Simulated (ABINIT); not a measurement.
An input for ABINIT 10.8.3 (BaWO4 (I4_1/a)):

```
acell 3*1.0 Angstrom
rprim 
  -2.833365905000 2.833365905000 6.369266870000
  2.833365905000 -2.833365905000 6.369266870000
  2.833365905000 2.833365905000 -6.369266870000
ntypat 3
znucl 56 74 8
natom 12
typat 1 1 2 2 3 3 3 3 3 3 3 3
xred 
  0.250000000000 0.750000000000 0.500000000000
  0.500000000000 0.500000000000 -0.000000000000
  0.750000000000 0.250000000000 0.500000000000
  -0.000000000000 0.000000000000 -0.000000000000
  0.152144770000 0.046891860000 0.356239950000
  0.690651910000 0.795904820000 0.643760050000
  0.059348090000 0.454095180000 0.856239950000
  0.545904820000 0.402144770000 0.605252910000
  0.204095180000 0.847855230000 0.894747090000
  0.953108140000 0.309348090000 0.105252910000
  0.796891860000 0.940651910000 0.394747090000
  0.597855230000 0.203108140000 0.143760050000
pp_dirpath "pseudos"
pseudos "Ba.upf, W.upf, O.upf"
ecut 36
ngkpt 2 2 2
nshiftk 1
shiftk 0 0 0
kptopt 1
chksymbreak 0
istwfk *1
occopt 1
irdwfk 1
optdriver 3
nband 158
ecuteps 3.6
inclvkb 2
awtr 1
symchi 1
indata_prefix "in"
outdata_prefix "out"
tmpdata_prefix "tmp"
gwmem 10
```

```sh
OMP_NUM_THREADS=1 mpirun -n 4 abinit run.abi > log
```

Question: How long will it take on 4 MPI ranks of Arm Neoverse V2, shared host, and how much memory?

It took 35 min; on shared hardware allow 18 min to 70 min. Peak host memory was 2.9 GiB.

[Paths, hosts, dates, memory and timing lines, banners, echoed tables and standing remarks are left out of the program output.]

[Logs are printed without paths, hosts, clocks, repeated set-up lines and the standing remarks that a program may print on its own settings, such as how far it seeks lower states.]

[Runs of the session that timed out or met a known fault of the program may be left out.]

[Hosts, paths, dates, database ids (printed as entryN), source tags and the programs' standing remarks are cut or masked in the printed files.]

[G0W0 gaps are taken among the corrected bands and points alone; a level outside them can change the order at an edge.]

[Where Ansatz stands beside ABINIT at settings called matched, ABINIT's density can come from a denser mesh and the files from another edition; pairs whose starting gaps differed by over 0.03 eV were left out, so agreement reads better than it is.]
